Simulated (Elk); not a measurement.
# Ni2H: is a spiral lower than the collinear state?

Wanted: E(q) for Ni2H and its minimum.

Method: LDA (Perdew-Wang); all-electron APW+lo, Dirac cores, scalar-relativistic bands, in Elk 11.2.3 (patched build).

## 1. The starting structure

The structure is trigonal, space group P-3m1 (No. 164). The conventional cell has a = 2.643 Å, b = 2.643 Å, c = 4.308 Å, α = 90.00°, β = 90.00°, γ = 120.00°. Nearest to Ni lie 3 H at 1.83 Å. Nearest to H lie 6 Ni at 1.83 Å. Farther neighbours are not listed.

Structure file:

```cif
data_structure
_symmetry_space_group_name_H-M 'P-3m1'
_symmetry_Int_Tables_number 164
_cell_length_a 2.6430
_cell_length_b 2.6430
_cell_length_c 4.3080
_cell_angle_alpha 90.000
_cell_angle_beta 90.000
_cell_angle_gamma 120.000
_cell_volume 26.06
loop_
_atom_site_label
_atom_site_type_symbol
_atom_site_symmetry_multiplicity
_atom_site_Wyckoff_symbol
_atom_site_fract_x
_atom_site_fract_y
_atom_site_fract_z
_atom_site_occupancy
Ni1 Ni 2 d 0.33333 0.66667 0.23300 1
H1 H 1 a 0.00000 0.00000 0.00000 1
```

## 2. Reference state

The energies of all spirals count from this run, made with the same spinor basis and mesh so that errors cancel.

The moments start as ferro ++, in the xy plane (a flat spiral, cone angle 90°).

The last three numbers of an atom's line are a seed field in its sphere. It points against the wanted moment and shrinks by the factor reducebf each loop.

Contents of elk.in:

```
tasks
  0
  33
  73

xctype
  3

rgkmax
  7.0

nempty
  12

swidth
  0.003

reducebf
  0.5

epsengy
  1e-06

maxscl
  100

lmaxi
  3

spinsprl
  .true.

spinpol
  .true.

vqlss
  0.000000 0.000000 0.000000

sppath
  './'

avec
  4.99454614739 0.00000000000 0.00000000000
  -2.49727307369 4.32540384401 0.00000000000
  0.00000000000 0.00000000000 8.14094014489

atoms
  2
  'Ni.in'
  2
  0.3333333333 0.6666666667 0.2330000000   -0.050000 0.000000 0.000000
  0.6666666667 0.3333333333 0.7670000000   -0.050000 0.000000 0.000000
  'H.in'
  1
  0.0000000000 0.0000000000 0.0000000000   0.000000 0.000000 0.000000

ngridk
  12 12 8

plot3d
  0 0 0
  1 0 0
  0 1 0
  0 0 1
  14 14 22
```

On the command line:

```sh
> OMP_NUM_THREADS=4 elk
```

Numbers of over 12 decimals in the logs are rounded to 6 here.

Log:

```text
Warning(gndstate): core states of species 1 leak from the muffin-tin :   0.1101317674E-02

--- INFO.OUT ---
┌─────────────────────────┐
│ Elk code version 11.2.3 │
└─────────────────────────┘

All units are atomic (Hartree, Bohr, etc.)

┌─────────────────────────────────────────────────┐
│ Ground-state run starting from atomic densities │
└─────────────────────────────────────────────────┘

Lattice vectors :
   4.994546147       0.000000000       0.000000000
  -2.497273074       4.325403844       0.000000000
   0.000000000       0.000000000       8.140940145

Reciprocal lattice vectors :
   1.258009261      0.7263119854      -0.000000000
   0.000000000       1.452623971       0.000000000
   0.000000000      -0.000000000      0.7718009462

Unit cell volume      :    175.8722233
Brillouin zone volume :    1.410400169

Muffin-tin inner radius fraction :   0.1000000000E-01

Nuclei treated as point charges

Species : 1 (Ni)
 parameters loaded from : Ni.in
 name : nickel
 nuclear charge    :   -28.00000000
 electronic charge :    28.00000000
 atomic mass :    106991.5231
 muffin-tin radius :    2.148344142
 number of radial points in muffin-tin :    497
 inner part over the whole radius :   0.9956732295E-02
 number on inner part of muffin-tin    :    350
 approximate nuclear radius :   0.7325707712E-04
 number of mesh points to nuclear radius :    169
 atomic positions (lattice), magnetic fields (Cartesian) :
  1 :   0.33333333 -0.33333333  0.23300000   -0.05000000  0.00000000  0.00000000
  2 :  -0.33333333  0.33333333 -0.23300000   -0.05000000  0.00000000  0.00000000

Species : 2 (H)
 parameters loaded from : H.in
 name : hydrogen
 nuclear charge    :   -1.000000000
 electronic charge :    1.000000000
 atomic mass :    1837.362221
 muffin-tin radius :    1.253200749
 number of radial points in muffin-tin :    197
 inner part over the whole radius :   0.9745388617E-02
 number on inner part of muffin-tin    :    129
 approximate nuclear radius :   0.2766748019E-04
 number of mesh points to nuclear radius :     40
 atomic positions (lattice), magnetic fields (Cartesian) :
  1 :   0.00000000  0.00000000  0.00000000    0.00000000  0.00000000  0.00000000

Total number of atoms per unit cell :    3
Total muffin-tin volume :    91.31155118
 ratio of muffin-tin to unit cell volume :   0.5191925677

Spin treatment :
 spin-polarised
 global magnetic field (Cartesian) :    0.000000000       0.000000000       0.000000000
 non-collinear magnetisation
 spin-spiral state assumed
  q-vector (lattice)   :    0.000000000       0.000000000       0.000000000
  q-vector (Cartesian) :    0.000000000       0.000000000       0.000000000
  q-vector length      :    0.000000000

Number of Bravais lattice symmetries :   24
Number of crystal symmetries         :   12
Crystal has inversion symmetry
Real symmetric eigensolver will be used

k-point grid :     12    12     8
k-point offset :    0.000000000       0.000000000       0.000000000
k-point set is reduced with full crystal symmetry group
Total number of k-points :      131

Muffin-tin radius times maximum |G+k| :    7.000000000
 using average radius
Maximum |G+k| for APW functions       :    3.783859438
Maximum (1/2)|G+k|²                   :    7.158796125
Maximum |G| for potential and density :    12.00000000
Constant for pseudocharge density :    6
 order of it for each species :   13  11
 order of it for pair densities of each species (exact exchange by exxq0 0: 13) :   13   4
Radial integration step length :    1

G-vector grid sizes :     20    20    32
Number of G-vectors :     5191

Maximum angular momentum used for
 APW functions            :    8
 outer part of muffin-tin :    6
 inner part of muffin-tin :    3

Total nuclear charge    :   -57.00000000
Total core charge       :    24.00000000
Total valence charge    :    33.00000000
Total excess charge     :    0.000000000
Total electronic charge :    57.00000000

Effective Wigner radius, rₛ :   0.9031182037

Number of empty states         :     36
Total number of valence states :    106
Total number of core states    :     24

Third-order local-orbitals added for an l without core states : T
Total number of local-orbitals :     52

Exchange-correlation functional :      3     0     0
 Perdew-Wang/Ceperley-Alder, Phys. Rev. B 45, 13244 (1992)
 gradient requirement :    0
 local density approximation (LDA)

Smearing type :    3
 Fermi-Dirac
Smearing width :   0.3000000000E-02
Effective electronic temperature (K) :    947.3250744

Mixing type :    3
 Broyden mixing, J. Phys. A: Math. Gen. 17, L317 (1984)

Kohn-Sham potential initialised from atomic data

┌──────────────────────────────┐
│ Self-consistent loop started │
└──────────────────────────────┘

┌─────────────────┐
│ Loop number : 1 │
└─────────────────┘

Energies :
 Fermi                       :     0.184681
 sum of occupied eigenvalues :     -1750.4665915101
 electron kinetic            :      3083.3695292874
 core electron kinetic       :      2765.1793177564
 Coulomb                     :     -5998.4338933078
 Coulomb potential           :     -4666.4495536314
 nuclear-nuclear             :     -510.96166719128
 electron-nuclear            :     -6325.5413834719
 Hartree                     :      838.06915735541
 Madelung                    :     -3665.2091164921
 xc potential                :     -167.24707974115
 xc effective B-field        :    -0.55436543361816E-01
 external B-field            :      0.000000
 exchange                    :     -117.61430831837
 correlation                 :     -4.954804
 electron entropic           :    -0.35262215529439E-02
 total energy                :     -3037.6370029109
 (external B-field energy excluded from total)

Density of states at Fermi energy :    125.9522479
 (states/Hartree/unit cell)

Estimated indirect band gap :   0.9320736761E-04
 from k-point 15 to k-point 64
Estimated direct band gap   :   0.1893238680E-02
 at k-point 36

Charges :
 core                        :    24.00000000
 valence                     :    33.00000000
 interstitial                :    2.920735950
 muffin-tins (core leakage)
  species : 1 (Ni)
   atom 1                    :    26.66673546     (  0.1102556802E-02)
   atom 2                    :    26.66673546     (  0.1102556802E-02)
  species : 2 (H)
   atom 1                    :   0.7457931219     (   0.000000000    )
 total in muffin-tins        :    54.07926405
 total calculated charge     :    56.99724837
 total charge                :    57.00000000
 error                       :   0.2751627447E-02

Moments :
 interstitial                :  -0.1924266444     -0.4853380243E-07  0.2532787922E-08
 muffin-tins
  species : 1 (Ni)
   atom 1                    :    1.079342386     -0.2641012549E-07  0.4078033599E-09
   atom 2                    :    1.079342386     -0.2641012549E-07  0.4078033599E-09
  species : 2 (H)
   atom 1                    :  -0.1577343966E-01  0.9629885231E-07  0.2587238507E-08
 total in muffin-tins        :    2.142911333      0.4347860133E-07  0.3402845227E-08
 total moment                :    1.950484688     -0.5055201098E-08  0.5935633149E-08

┌─────────────────┐
│ Loop number : 2 │
└─────────────────┘

Energies :
 Fermi                       :     0.185296
 sum of occupied eigenvalues :     -1750.4188684937
 electron kinetic            :      3080.8018460822
 core electron kinetic       :      2764.0991887144
 Coulomb                     :     -5998.4510396467
 Coulomb potential           :     -4666.4429552007
 nuclear-nuclear             :     -510.96166719128
 electron-nuclear            :     -6325.5830148601
 Hartree                     :      838.09364240473
 Madelung                    :     -3665.2295620463
 xc potential                :     -164.68090934225
 xc effective B-field        :    -0.55121659942070E-01
 external B-field            :      0.000000
 exchange                    :     -117.61554893164
 correlation                 :     -4.954862
 electron entropic           :    -0.35243272673240E-02
 total energy                :     -3040.2231287818
 (external B-field energy excluded from total)

Density of states at Fermi energy :    125.8709647
 (states/Hartree/unit cell)

Estimated indirect band gap :   0.9074248485E-04
 from k-point 15 to k-point 64
Estimated direct band gap   :   0.4615145396E-03
 at k-point 131

Charges :
 core                        :    24.00000000
 valence                     :    33.00000000
 interstitial                :    2.920380259
 muffin-tins (core leakage)
  species : 1 (Ni)
   atom 1                    :    26.66740485     (  0.1102439594E-02)
   atom 2                    :    26.66740485     (  0.1102439594E-02)
  species : 2 (H)
   atom 1                    :   0.7448100498     (   0.000000000    )
 total in muffin-tins        :    54.07961974
 total calculated charge     :    56.99724900
 total charge                :    57.00000000
 error                       :   0.2751002738E-02

Moments :
 interstitial                :  -0.1919892463     -0.3841363409E-07 -0.7400735860E-08
 muffin-tins
  species : 1 (Ni)
   atom 1                    :    1.076433303     -0.2896341770E-07 -0.1386366185E-08
   atom 2                    :    1.076433303     -0.2896341770E-07 -0.1386366185E-08
  species : 2 (H)
   atom 1                    :  -0.1569467698E-01  0.1050890696E-06  0.1251379166E-08
 total in muffin-tins        :    2.137171928      0.4716223424E-07 -0.1521353203E-08
 total moment                :    1.945182682      0.8748600151E-08 -0.8922089063E-08

RMS change in Kohn-Sham potential (target) :   0.3415656043     (  0.1000000000E-05)
Absolute change in total energy (target)   :    2.586125871     (  0.1000000000E-05)

[... loops 3 to 18 left out ...]

┌──────────────────┐
│ Loop number : 19 │
└──────────────────┘

Energies :
 Fermi                       :     0.248322
 sum of occupied eigenvalues :     -1744.6155927420
 electron kinetic            :      3084.0415628297
 core electron kinetic       :      2765.6709965900
 Coulomb                     :     -5998.8296237524
 Coulomb potential           :     -4666.3883825310
 nuclear-nuclear             :     -510.96166719128
 electron-nuclear            :     -6326.4736344158
 Hartree                     :      838.60567785464
 Madelung                    :     -3665.6354324869
 xc potential                :     -162.26708782099
 xc effective B-field        :    -0.16852692706877E-02
 external B-field            :      0.000000
 exchange                    :     -117.61129889328
 correlation                 :     -4.959261
 electron entropic           :    -0.33703621543729E-02
 total energy                :     -3037.3619911805
 (external B-field energy excluded from total)

Density of states at Fermi energy :    111.5628680
 (states/Hartree/unit cell)

Estimated indirect band gap :   0.1834846315E-03
 from k-point 6 to k-point 125
Estimated direct band gap   :   0.1125186797E-02
 at k-point 57

Charges :
 core                        :    24.00000000
 valence                     :    33.00000000
 interstitial                :    2.900578288
 muffin-tins (core leakage)
  species : 1 (Ni)
   atom 1                    :    26.70752603     (  0.1101317604E-02)
   atom 2                    :    26.70752603     (  0.1101317604E-02)
  species : 2 (H)
   atom 1                    :   0.6843696456     (   0.000000000    )
 total in muffin-tins        :    54.09942171
 total calculated charge     :    56.99725252
 total charge                :    57.00000000
 error                       :   0.2747475393E-02

Moments :
 interstitial                :  -0.1741393287E-01 -0.1548468461E-05 -0.3032220477E-07
 muffin-tins
  species : 1 (Ni)
   atom 1                    :   0.2012008827      0.2151435243E-04 -0.4007931014E-07
   atom 2                    :   0.2012008827      0.2151435243E-04 -0.4007931014E-07
  species : 2 (H)
   atom 1                    :  -0.2383420459E-02 -0.7162887588E-07  0.2773685112E-08
 total in muffin-tins        :   0.4000183449      0.4295707598E-04 -0.7738493518E-07
 total moment                :   0.3826044120      0.4140860752E-04 -0.1077071399E-06

RMS change in Kohn-Sham potential (target) :   0.1067460124E-06 (  0.1000000000E-05)
Absolute change in total energy (target)   :   0.9492123354E-06 (  0.1000000000E-05)

Convergence targets achieved

┌──────────────────┐
│ Loop number : 20 │
└──────────────────┘

Energies :
 Fermi                       :     0.248321
 sum of occupied eigenvalues :     -1744.6155885999
 electron kinetic            :      3084.0415597577
 core electron kinetic       :      2765.6709975821
 Coulomb                     :     -5998.8296193852
 Coulomb potential           :     -4666.3883806491
 nuclear-nuclear             :     -510.96166719128
 electron-nuclear            :     -6326.4736278418
 Hartree                     :      838.60567564790
 Madelung                    :     -3665.6354290607
 xc potential                :     -162.26708299326
 xc effective B-field        :    -0.16848840318612E-02
 external B-field            :      0.000000
 exchange                    :     -117.61129853242
 correlation                 :     -4.959261
 electron entropic           :    -0.33703931323373E-02
 total energy                :     -3037.3619895815
 (external B-field energy excluded from total)

Density of states at Fermi energy :    111.5631572
 (states/Hartree/unit cell)

Estimated indirect band gap :   0.1835595254E-03
 from k-point 6 to k-point 125
Estimated direct band gap   :   0.1126205386E-02
 at k-point 57

Charges :
 core                        :    24.00000000
 valence                     :    33.00000000
 interstitial                :    2.900578077
 muffin-tins (core leakage)
  species : 1 (Ni)
   atom 1                    :    26.70752612     (  0.1101317674E-02)
   atom 2                    :    26.70752612     (  0.1101317674E-02)
  species : 2 (H)
   atom 1                    :   0.6843696789     (   0.000000000    )
 total in muffin-tins        :    54.09942192
 total calculated charge     :    56.99725252
 total charge                :    57.00000000
 error                       :   0.2747475813E-02

Moments :
 interstitial                :  -0.1741166085E-01 -0.1729520216E-05 -0.3034011160E-07
 muffin-tins
  species : 1 (Ni)
   atom 1                    :   0.2011780952      0.2359739415E-04 -0.3983504318E-07
   atom 2                    :   0.2011780952      0.2359739415E-04 -0.3983504318E-07
  species : 2 (H)
   atom 1                    :  -0.2383144337E-02 -0.9635284258E-07  0.2766783615E-08
 total in muffin-tins        :   0.3999730461      0.4709843545E-04 -0.7690330274E-07
 total moment                :   0.3825613853      0.4536891523E-04 -0.1072434143E-06

┌──────────────────────────────┐
│ Self-consistent loop stopped │
└──────────────────────────────┘

Warning : core states of species 1 leak from the muffin-tin :   0.1101317674E-02

Wrote STATE.OUT
```

Run time: 3.8 min. Hardware: 4 threads of Arm Neoverse V1, shared host; peak memory 0.27 GiB.

Spin moment in the muffin-tin sphere by atom:

```tsv
atom	x (μB)	y (μB)	z (μB)	size
Ni1	0.201	0.000	0.000	0.201
Ni2	0.201	0.000	0.000	0.201
H3	-0.002	0.000	0.000	0.002
```

Read from the output:

```
density of states at the Fermi level : 4.100 states/eV/cell
moment between the spheres           : -0.01741, 0, 0 μB
magnetization                        : 0.3826, 0, 0 μB
final state                          : ferromagnetic
```

After 20 cycles the largest moment stands at 0.201 μB.

[end of part 1 of 2]

[Logs and program files are shortened in this print: banners, set-up blocks, solver, clock and traceback lines can be left out without a mark of their own.]

[Logs are printed without paths, hosts, clocks, repeated set-up lines and the standing remarks that a program may print on its own settings, such as how far it seeks lower states.]

[Hosts, paths, dates, database ids (printed as entryN), source tags and the programs' standing remarks are cut or masked in the printed files.]

[Where a cell is said to come from a database of computed structures, the database is the Materials Project.]
